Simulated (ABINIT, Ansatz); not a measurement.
# Al2O3 (Corundum): G0W0 with ABINIT, start to end

Wanted: ground state, empty states, screening and self-energy for Al2O3 (Corundum).

Program: ABINIT 10.8.3. Level of theory: PBE and many-body steps on it, plane waves. Results are calculated unless marked as measured.

**What was measured.**

- Gap 8.7 eV: optical band gap of host from absorption; optical absorption, quoted from earlier work; bulk crystal (high-purity reference sample) (quoted in “Multi-petahertz electron interference in Cr:Al2O3 solid-state material”, 2018, pmc:5906618).

Most raw output is cut from this account.

## (1) Set-up

It takes space group R-3c (No. 167, trigonal). Conventional cell: a = 4.760 Å, b = 4.760 Å, c = 12.996 Å, α = 90.00°, β = 90.00°, γ = 120.00°. Nearest to Al lie 6 O at 1.85 to 1.97 Å. Nearest to O lie 4 Al at 1.85 to 1.97 Å. Farther neighbours and most contacts between anions are not listed.

Structure file:

```cif
data_structure
_symmetry_space_group_name_H-M 'R-3c:H'
_symmetry_Int_Tables_number 167
_cell_length_a 4.7605
_cell_length_b 4.7605
_cell_length_c 12.9956
_cell_angle_alpha 90.000
_cell_angle_beta 90.000
_cell_angle_gamma 120.000
_cell_volume 255.05
loop_
_atom_site_label
_atom_site_type_symbol
_atom_site_symmetry_multiplicity
_atom_site_Wyckoff_symbol
_atom_site_fract_x
_atom_site_fract_y
_atom_site_fract_z
_atom_site_occupancy
Al1 Al 12 c 0.66667 0.33333 0.18549 1
O1 O 18 e 0.64001 0.66667 0.41667 1
```

The cell and positions come from the Crystallography Open Database and are kept as given unless a step says otherwise.

## (2) Ground state

This step: ABINIT 10.8.3; DFT, PBE, plane waves, norm-conserving pseudopotentials.

The ground-state density comes first.

File run.abi:

```
acell 3*1.0 Angstrom
rprim 
  2.380249999995 1.374237978213 4.331866666707
  -2.380249999995 1.374237978213 4.331866666707
  -0.000000000000 -2.748475956495 4.331866666685
ntypat 2
znucl 13 8
natom 10
typat 1 1 1 1 2 2 2 2 2 2
xred 
  0.352160000000 0.352160000000 0.352160000000
  0.147840000000 0.147840000000 0.147840000000
  0.647840000000 0.647840000000 0.647840000000
  0.852160000000 0.852160000000 0.852160000000
  0.556680000000 0.943320000000 0.250000000000
  0.250000000000 0.556680000000 0.943320000000
  0.943320000000 0.250000000000 0.556680000000
  0.443320000000 0.056680000000 0.750000000000
  0.750000000000 0.443320000000 0.056680000000
  0.056680000000 0.750000000000 0.443320000000
pp_dirpath "pseudos"
pseudos "Al.upf, O.upf"
ecut 36
ngkpt 6 6 6
nshiftk 1
shiftk 0 0 0
kptopt 1
chksymbreak 0
nband 33
occopt 1
tolvrs 1e-10
nstep 60
prtwf 0
optforces 0
optstress 0
indata_prefix "in"
outdata_prefix "out"
tmpdata_prefix "tmp"
```

Run with:

```bash
$ OMP_NUM_THREADS=1 mpirun -n 4 abinit run.abi > log
```

Wall time 81 s (4 MPI ranks of Arm Neoverse V1, shared host); peak memory 0.47 GiB.

This step gave:

```yaml
total_energy: -2969.2589 eV
gap: 6.266 eV
k_of_the_valence_top: 0, 0, 0
k_of_the_conduction_bottom: 0, 0, 0
least_direct_gap: 6.266 eV
```

The gap is direct, at Γ.

## (3) Empty states on the mesh, 4×4×4 mesh, 303 bands

The sums over transitions need many empty states on a uniform mesh; this step solves for them.

Edit run.abi of step 2 so:

```diff
@@ -23,3 +23,3 @@
 ecut 36
-ngkpt 6 6 6
+ngkpt 4 4 4
 nshiftk 1
@@ -28,9 +28,10 @@
 chksymbreak 0
-nband 33
-occopt 1
-tolvrs 1e-10
+iscf -2
+irdden 1
+istwfk *1
+nband 303
+nbdbuf 26
+tolwfr 1e-09
 nstep 60
-prtwf 0
-optforces 0
-optstress 0
+prtvol 0
 indata_prefix "in"
```

The job ended after 7.2 min (4 MPI ranks; peak memory 0.75 GiB; 29 min of CPU time).

This step gave:

- gap: 6.266 eV
- k of the valence top: 0, 0, 0
- k of the conduction bottom: 0, 0, 0
- least direct gap: 6.266 eV
- k points computed: 13
- lowest point of the top converged band, above the valence top: 107.8716 eV

On this mesh the gap is 6.266 eV.

## (4) Screening, 4×4×4 mesh, 277 bands, screening to 217.7 eV

The RPA dielectric matrix is built and inverted for each q.

This step: RPA screening on PBE, plane waves, norm-conserving pseudopotentials.

Edit run.abi of step 3 so:

```diff
@@ -28,10 +28,11 @@
 chksymbreak 0
-iscf -2
-irdden 1
 istwfk *1
-nband 303
-nbdbuf 26
-tolwfr 1e-09
-nstep 60
-prtvol 0
+occopt 1
+irdwfk 1
+optdriver 3
+nband 277
+ecuteps 8
+inclvkb 2
+awtr 1
+symchi 1
 indata_prefix "in"
```

Wall time 24 min (4 MPI ranks); peak memory 5.4 GiB; 1.6 h of CPU time.

This step gave:

| Quantity | Value |
| --- | --- |
| ε∞ with local fields, on this mesh, along the program's q direction | 3.025 |
| the same without local fields | 3.262 |
| plasma frequency | 27.90 eV |
| plane waves in the screening matrix | 605 |

Local fields lower ε∞ by 7 %.

## (5) Self-energy, 4×4×4 mesh, 277 bands, screening to 217.7 eV

The self-energy is evaluated for the states that the input lists, and the levels follow from it, in one-shot runs by the linearised quasiparticle equation.

This step: G0W0 on PBE, plane waves, norm-conserving pseudopotentials.

Edit run.abi of step 4 so:

```diff
@@ -31,8 +31,15 @@
 irdwfk 1
-optdriver 3
+optdriver 4
 nband 277
+gwcalctyp 0
+ecutsigx 36
+symsigma 1
+nkptgw 1
+kptgw 
+  0.0000000000 0.0000000000 0.0000000000
+bdgw 
+  22 26
 ecuteps 8
-inclvkb 2
-awtr 1
-symchi 1
+irdscr 1
+ppmodel 1
 indata_prefix "in"
```

The job ended after 83 s (4 MPI ranks; peak memory 5.3 GiB; 5.5 min of CPU time).

Numbers from this step:

```
G0W0 gap on the points computed              : 8.551 eV
starting gap on the mesh                     : 6.266 eV
k of the valence top                         : 0, 0, 0
k of the conduction bottom                   : 0, 0, 0
Z at the valence top                         : 0.814
Z at the conduction bottom                   : 0.851
least direct G0W0 gap on the computed points : 8.551 eV
```

The gap on the mesh goes from 6.27 eV to 8.55 eV, a correction of +2.28 eV.

Limits: finite bands, cutoff and mesh. v1 is the top filled band, c1 the lowest empty one. Levels before and after the correction, in eV, zero at the valence-band top of each column:

```tsv
	conduction bottom	valence top
Kohn-Sham	6.27	0.00
G0W0	8.55	0.00
```

```tsv
	level	energy (eV)
Kohn-Sham	Γ v3-v2	-0.045
Kohn-Sham	Γ v1	0.000
Kohn-Sham	Γ c1	6.266
Kohn-Sham	Γ c2	9.188
G0W0	Γ v3-v2	-0.055
G0W0	Γ v1	0.000
G0W0	Γ c1	8.551
G0W0	Γ c2	11.464
```

## (6) Where the time went

Times are wall times on 4 MPI ranks of Arm Neoverse V1, shared host, good to a factor of about two.

```tsv
step	time	share	memory (GiB)
ground state	81 s	4 %	0.47
empty states on the mesh	7.2 min	21 %	0.75
screening	24 min	71 %	5.4
self-energy	83 s	4 %	5.3
```

## (7) What came out

```
PBE gap              : 6.27 eV, direct
G0W0 gap on the mesh : 8.55 eV
GW settings          : 4×4×4 mesh, 277 bands, screening to 217.7 eV, Godby-Needs plasmon pole
known limits         : not at the basis limit
```

**Reading.** G0W0 moves the gap on the mesh from 6.27 eV to 8.55 eV (+2.28 eV), with Z of 0.81 and 0.85 at the edges. Local fields lower the RPA ε∞ on this mesh from 3.26 to 3.03. Only 1 of the mesh's irreducible points was corrected, so a valley elsewhere could overtake. The dearest step here is «screening». Against experiment, by G0W0@PBE: the gap of 8.55 eV lies −0.15 eV from the measured 8.7 eV (optical, quoted 2018). An exciton line or allowed optical edge lies below the quasiparticle gap by the binding energy; a forbidden edge can push the onset above it. The calculation has static nuclei and no excitons; a measured gap holds zero-point and thermal motion, which mostly lowers it. Bands and cutoff are finite, so the gap is not at the basis limit. The miss can reach some tenths of an eV and take either sign; the mesh is an error of its own. In the G0W0 run levels were corrected at 1 k point alone, so a gap called «on the mesh» is the least over those, and an edge elsewhere would be missed.

[Paths, hosts, dates, memory and timing lines, banners, echoed tables and standing remarks are left out of the program output.]

[Logs are printed without paths, hosts, clocks, repeated set-up lines and the standing remarks that a program may print on its own settings, such as how far it seeks lower states.]

[Runs of the session that timed out or met a known fault of the program may be left out.]

[Hosts, paths, dates, database ids (printed as entryN), source tags and the programs' standing remarks are cut or masked in the printed files.]

[G0W0 gaps are taken among the corrected bands and points alone; a level outside them can change the order at an edge.]

[Where Ansatz stands beside ABINIT at settings called matched, ABINIT's density can come from a denser mesh and the files from another edition; pairs whose starting gaps differed by over 0.03 eV were left out, so agreement reads better than it is.]
